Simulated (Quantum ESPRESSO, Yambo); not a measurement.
# Quasiparticle gap of PbO (P4/nmm) in Yambo, part 3 of 3

Aim: the G0W0 gap of PbO (P4/nmm) on PBE, step by step.

Quantum ESPRESSO 7.5 and Yambo 5.3.0; PBE and many-body steps on it, plane waves. Known limits of the many-body steps: not at the basis limit; no spin-orbit coupling; coarse k mesh.

So far. Step 3 (Bands along the symmetry lines): The gap is 1.139 eV, −0.001 eV from the run before at this level. Step 4 (Empty states on the mesh, 4×4×2 mesh, 163 bands): On this mesh the gap is 1.140 eV.

The database entry behind the starting cell differs from later determinations by our own check (c about 1 % long), so it need not match the best structure at ambient conditions.

### Step 6. Screening and self-energy, 4×4×2 mesh, 163 bands, screening to 156.5 eV

G0W0 replaces the xc potential by the self-energy, built once from these orbitals. Only a window of levels is corrected, while the sums run over the empty bands that the input names.

This step: G0W0 on PBE, plane waves, norm-conserving pseudopotentials.

Input file gw1.in:

```
HF_and_locXC
gw0
dyson
ppa
em1d
rim_cut
RandQpts= 1000000
RandGvec= 1 RL
EXXRLvcs= 76 Ry
VXCRLvcs= 304 Ry
Chimod= "HARTREE"
% BndsRnXp
 1 | 163 |
%
NGsBlkXp= 11.5 Ry
% LongDrXp
 1 | 1 | 1 |
%
% GbndRnge
 1 | 163 |
%
DysSolver= "n"
ExtendOut
PPAPntXp= 27.21138 eV
% QPkrange
 1 | 1 | 27 | 30 |
 11 | 11 | 27 | 30 |
%
```

Command:

```bash
> OMP_NUM_THREADS=1 mpirun -n 8 yambo -F gw1.in -J gw1 -C gw1 > gw1.log
```

Output:

```text
 Yambo, version 5.3.0

 [02] CORE Variables Setup
 =========================

  [... cell, symmetries and grids as in the set-up ...]

  [02.05] Energies & Occupations
  ==============================

  [X] === General ===
  [X] Electronic Temperature                        :  0.000000  0.000000 [eV K]
  [X] Bosonic    Temperature                        :  0.000000  0.000000 [eV K]
  [X] Finite Temperature mode                       : no
  [X] El. density                                   :  0.70435E+24 [cm-3]
  [X] Fermi Level                                   :  10.49037 [eV]

  [X] === Gaps and Widths ===
  [X] Conduction Band Min                           :  1.140335 [eV]
  [X] Valence Band Max                              :  0.000000 [eV]
  [X] Filled Bands                                  :  28
  [X] Empty Bands                                   :   29  163
  [X] Direct Gap                                    :  2.139708 [eV]
  [X] Direct Gap localized at k                     :  11
  [X] Indirect Gap                                  :  1.140335 [eV]
  [X] Indirect Gap between kpts                     :   1  11
  [X] Last valence band width                       :  1.733892 [eV]
  [X] 1st conduction band width                     :  2.397837 [eV]

 [03] Transferred momenta grid and indexing
 ==========================================

 IBZ Q-points                                      :  12
 BZ  Q-points                                      :   32

 K/Q-points units:
 rlu = crystal or reduced units; cc = cartesian coordinates; iku = interal k-units

 Q [ 1]         [rlu]:  0.000000  0.000000  0.000000
 Q [ 2]         [rlu]:  0.000000  0.000000 -0.500000
 Q [ 3]         [rlu]:  0.000000  0.250000  0.000000
 Q [ 4]         [rlu]:  0.000000  0.250000 -0.500000
 Q [ 5]         [rlu]:  0.000000 -0.500000  0.000000
 Q [ 6]         [rlu]:  0.000000 -0.500000 -0.500000
 Q [ 7]         [rlu]:  0.250000  0.250000  0.000000
 Q [ 8]         [rlu]:  0.250000  0.250000 -0.500000
 Q [ 9]         [rlu]:  0.250000 -0.500000  0.000000
 Q [10]         [rlu]:  0.250000 -0.500000 -0.500000
 Q [11]         [rlu]: -0.500000 -0.500000  0.000000
 Q [12]         [rlu]: -0.500000 -0.500000 -0.500000

 [04] Coloumb potential Random Integration (RIM)
 ===============================================

  [04.01] RIM initialization
  ==========================

  * Diagonal components only detected *

  8 x (sBL volume)        :  0.115581 [a.u.]
  sBZ random points       :  1000000
  Points outside the sBZ  :   7992674
  RL volume               :  0.462322 [a.u.]
  Integrated volume       :  0.462746 [a.u.]

  [04.02] RIM integrals
  =====================

  Gamma point sphere radius             :  0.088358 [a.u.]
  Points outside the sphere             :   799859
  [Int_sBZ(q=0) 1/q^2]*(Vol_sBZ)^(-1/3) =:  7.508321
                                 should be <:  7.795600

  Summary of Coulomb integrals for non-metallic bands |Q|[au] RIM/Bare

  Q [1] 0.100000E-4 0.963149 * Q [3] 0.209906 0.939180
  Q [7] 0.296853 0.985912 * Q [2] 0.327901 1.190425
  Q [4] 0.389333 1.098551 * Q [5] 0.419813 0.988250
  Q [8] 0.442313 1.058096 * Q [9] 0.469365 0.992508
  Q [6] 0.532693 1.023701 * Q [10] 0.572558 1.017510
  Q [11] 0.593705 0.996346 * Q [12] 0.678237 1.008321

 [05] Dipoles
 ============

  [05.01] Setup: observables and procedures
  =========================================

  [WARNING] [x,Vnl] slows the Dipoles computation. To neglect it rename the ns.kb_pp file

 [06] Dynamic Dielectric Matrix (PPA)
 ====================================

 [SLK-Inversion]  Pools        :  2
 [SLK-Inversion]  BLACS grid   :  2  2

 [WR./gw1//ndb.pp]---------------------------------------------------------------
  Brillouin Zone Q/K grids (IBZ/BZ)                :   12   32   12   32
  RL vectors                                       :   7421 [WF]
  Coulomb cutoff potential                         : none
  Electronic Temperature                           :  0.000000 [K]
  Bosonic    Temperature                           :  0.000000 [K]
  PPA    diel. fun.  energies                      : Perdew, Burke & Ernzerhof(X)+Perdew, Burke & Ernzerhof(C)
  wavefunctions                                    : Perdew, Burke & Ernzerhof(X)+Perdew, Burke & Ernzerhof(C)
  Global Gauge                                     : length
  X matrix size                                    :   379
  X band range                                     :    1  163
  X e/h energy range                               : -1.000000 -1.000000 [eV]
  X Time ordering                                  : R
  X Hxc Kernel                                     : HARTREE
  X Drude frequency                                :  0.000000  0.000000
  X poles                                          :  100.0000 [o/o]
  RL vectors in the sum                            :   7421
  [r,Vnl] included                                 : yes
  Field direction                                  :  0.577350E-5  0.577350E-5  0.577350E-5
  BZ energy Double Grid                            : no
  BZ energy DbGd points                            : 0
  BZ Q point size factor                           : -1.000000
  X Optical Averaged directions                    : none

 [07] Local Exchange-Correlation + Non-Local Fock
 ================================================

 [VXC] Plane waves :   48109
 [EXS] Plane waves :   6039

 QP @ state[ 1 ] K range:  1  1
 QP @ state[ 1 ] b range:  27  30
 QP @ state[ 2 ] K range:  11  11
 QP @ state[ 2 ] b range:  27  30

 [xc] Functional : Perdew, Burke & Ernzerhof(X)+Perdew, Burke & Ernzerhof(C)
 [xc] LIBXC used to calculate xc functional
  PP Number of Atomic Species                      :  2
  NLCC RL compoments                               :   48109
  PP Number of Atomic Species                      :  2
  NLCC RL compoments                               :   48109

 [xc] E_xc :  -38.90203 [Ha]
      E_xc :  -77.80406 [Ry]

  Local XC kind (lXC) : Perdew, Burke & Ernzerhof(X)+Perdew, Burke & Ernzerhof(C)
  Non-Local XC kind (nlXC) : Hartree-Fock

  Corrections @ K [1] :  [eV]
 <27|nlXC|27> = -24.38339  0.52307E-17 <27|lXC|27> = -19.64458  0.000000
 <28|nlXC|28> = -20.42661  0.12743E-16 <28|lXC|28> = -18.04754 -0.18882E-15
 <29|nlXC|29> = -8.474804 -0.83468E-18 <29|lXC|29> = -12.42385 -0.94408E-16
 <30|nlXC|30> = -6.816524 -0.32220E-17 <30|lXC|30> = -11.34141  0.000000

  Corrections @ K [11] :  [eV]
 <27|nlXC|27> = -24.98333  0.29297E-17 <27|lXC|27> = -20.40857  0.47204E-16
 <28|nlXC|28> = -24.98346 -0.38630E-17 <28|lXC|28> = -20.40857  0.000000
 <29|nlXC|29> = -6.808500 -0.12604E-17 <29|lXC|29> = -10.08601 -0.90352E-17
 <30|nlXC|30> = -6.808504  0.11006E-17 <30|lXC|30> = -10.08602  0.20652E-16

 [08] Dyson equation: Newton solver
 ==================================

  [08.01] G0W0 (W PPA)
  ====================

  [  GW  ] Bands range     :    1  163
  [GW/PPA] G damping       :  0.100000 [eV]

  QP @ state[ 1 ] K range:  1  1
  QP @ state[ 1 ] b range:  27  30
  QP @ state[ 2 ] K range:  11  11
  QP @ state[ 2 ] b range:  27  30

   Sc/G bands                                       :    1  163
   Sc/G damping                                     :  0.100000 ev
   Sc bands terminator                              : no
   Sx RL components                                 :   6039

   QP @ state[ 1 ] K range                          :  1  1
   QP @ state[ 1 ] b range                          :  27  30
   QP @ state[ 2 ] K range                          :  11  11
   QP @ state[ 2 ] b range                          :  27  30
   GF energies kind                                 : Perdew, Burke & Ernzerhof(X)+Perdew, Burke & Ernzerhof(C)
   GF WF`s kind                                     : Perdew, Burke & Ernzerhof(X)+Perdew, Burke & Ernzerhof(C)
   Xs energies kind                                 : Perdew, Burke & Ernzerhof(X)+Perdew, Burke & Ernzerhof(C)
   Xs WF`s kind                                     : Perdew, Burke & Ernzerhof(X)+Perdew, Burke & Ernzerhof(C)

 [11] Game Over & Game summary
```

Elapsed: 2.5 min, on 8 MPI ranks of Arm Neoverse V2, shared host; peak memory 4.7 GiB; 20 min of CPU time.

This step gave:

```yaml
g0w0_gap_on_the_points_computed: 1.229 eV
starting_gap_on_the_mesh: 1.140 eV
k_of_the_valence_top: 0, 0, 0
k_of_the_conduction_bottom: -0.5, -0.5, 0
least_direct_g0w0_gap_on_the_computed_points: 2.111 eV
z_at_the_valence_top: 0.7884
z_at_the_conduction_bottom: 0.8360
```

The gap on the mesh goes from 1.14 eV to 1.23 eV, a correction of +0.09 eV.

Limits: finite bands, cutoff and mesh; no spin-orbit coupling; coarse k mesh. v1 is the top filled band, c1 the lowest empty one. The levels before and after the correction (eV, zero at the valence-band top of each column):

|  | conduction bottom | valence top |
| --- | --- | --- |
| Kohn-Sham | 1.14 | 0.00 |
| G0W0 | 1.23 | 0.00 |

|  | level | energy (eV) |
| --- | --- | --- |
| Kohn-Sham | Γ v2 | -1.604 |
| Kohn-Sham | Γ v1 | 0.000 |
| Kohn-Sham | Γ c1 | 2.410 |
| Kohn-Sham | Γ c2 | 5.517 |
| Kohn-Sham | (-0.5 -0.5 0) v2-v1 | -0.999 |
| Kohn-Sham | (-0.5 -0.5 0) c1-c2 | 1.140 |
| G0W0 | Γ v2 | -1.602 |
| G0W0 | Γ v1 | 0.000 |
| G0W0 | Γ c1 | 2.828 |
| G0W0 | Γ c2 | 5.968 |
| G0W0 | (-0.5 -0.5 0) v2-v1 | -0.882 |
| G0W0 | (-0.5 -0.5 0) c1-c2 | 1.229 |

### Step 7. Where the time went

Times are wall times on the hardware named with each run, good to a factor of about two.

```
                          step     time  share  memory (GiB)
                  ground state     13 s    7 %          0.71
bands along the symmetry lines      7 s    4 %           0.6
      empty states on the mesh     13 s    7 %          0.73
         conversion and set-up    2.2 s    1 %          0.24
     screening and self-energy  2.5 min   81 %           4.7
```

### Step 8. Summary of results

| Item | Value |
| --- | --- |
| PBE gap | 1.14 eV, indirect |
| G0W0 gap on the mesh | 1.23 eV |
| GW settings | 4×4×2 mesh, 163 bands, screening to 156.5 eV, Godby-Needs plasmon pole |
| known limits | not at the basis limit; no spin-orbit coupling; coarse k mesh |

G0W0 moves the gap on the mesh from 1.14 eV to 1.23 eV (+0.09 eV), with Z of 0.79 and 0.84 at the edges. Only 2 of the mesh's irreducible points were corrected, so a valley elsewhere could overtake. The dearest step here is «screening and self-energy». Bands and cutoff are finite, so the gap is not at the basis limit. The miss can reach some tenths of an eV and take either sign; the mesh is an error of its own. In the G0W0 run levels were corrected at 2 k points alone, so a gap called «on the mesh» is the least over those, and an edge elsewhere would be missed. The 4×4×2 mesh is coarse for this cell, which bears on the long-range parts of exchange and screening. The many-body steps are scalar-relativistic: spin-orbit coupling is not in them.

[Paths, hosts, dates, memory and timing lines, banners, echoed tables and standing remarks are left out of the program output.]

[Logs are printed without paths, hosts, clocks, repeated set-up lines and the standing remarks that a program may print on its own settings, such as how far it seeks lower states.]

[Runs of the session that timed out or met a known fault of the program may be left out.]

[Hosts, paths, dates, database ids (printed as entryN), source tags and the programs' standing remarks are cut or masked in the printed files.]
